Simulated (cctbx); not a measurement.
# Which space group?

Cell: a = 4.4060 Å, b = 4.4060 Å, c = 10.5960 Å, α = 90.00°, β = 90.00°, γ = 90.00°. Expected content of the cell: Er2 Sn4 Cu4.

Simulated single-crystal data (cctbx): synchrotron X-rays, λ = 0.6889 Å, to d = 0.84 Å, 95 % of the full sphere, strongest reflection 40000 counts, noise from counting, a 3 % proportional error and a noise floor of 4 counts (s.d.); no absorption, some extinction.

A first pass over the reflections prints:

```text
1390 reflections to d = 0.843 A
centring   violations  <I/sigma> of those
    A        328 of   701     12.3
    B        318 of   692     12.2
    C        278 of   679     10.0
    I          1 of   671      0.0
    R        430 of   930     11.2
    F        462 of  1036     11.5
Laue class    unique    Rint  (classes that these axes allow; Friedel mates merged)
I 1 2/m 1         217   0.024
I 1 1 2/m         204   0.023
I 2/m 1 1         216   0.023
I m m m           129   0.025
I 4/m             105   0.026
I 4/m m m          76   0.026
space group    extra absences  I>4sigma  <I/sigma>
I 4 2 2                 0          0         -  acentric
I 4 m m                 0          0         -  acentric
I -4 m 2                0          0         -  acentric
I -4 2 m                0          0         -  acentric
I 4/m m m               0          0         -  centric
Wilson B = 1.06 A^2   <|E^2-1|> = 0.758 (0.968 centric, 0.736 acentric)   E^2>4: 0.0 %
shell (A)         n   <I/sigma>
 5.30 - 1.52     16     57.4
 1.52 - 1.21     13     63.8
 1.21 - 1.06     10     63.7
 1.06 - 0.96     13     66.9
 0.96 - 0.90      8     59.2
 0.90 - 0.84     16     57.3
```

Q: Read the symmetry from these tables.

The reflections that I centring forbids are absent (⟨I/σ⟩ near 0), so the lattice is I.

Rint stays low (0.023 to 0.026) up to I 4/m m m, the highest class in these axes.

5 settings pass the absence test. No glide or screw absences show, which leaves I 4 2 2, I 4 m m, I -4 m 2, I -4 2 m and I 4/m m m.

⟨|E²−1|⟩ = 0.758 leans to a non-centrosymmetric structure. Here that hint misleads: the statistic assumes many like atoms on general positions, and few, heavy or special-position atoms break it. The Wilson B of 1.06 Å² means U ≈ 0.0134 Å².

The true group is I4/mmm (no. 139), Laue class 4/mmm, centrosymmetric. The tables only narrow the choice to the tied entries; cell content, site symmetry and trial solutions must settle it.

The model is made up (kin elements in a known structure type, no relaxation), so it says nothing on whether the phase exists.

[Logs are printed without paths, hosts, clocks, repeated set-up lines and the standing remarks that a program may print on its own settings, such as how far it seeks lower states.]
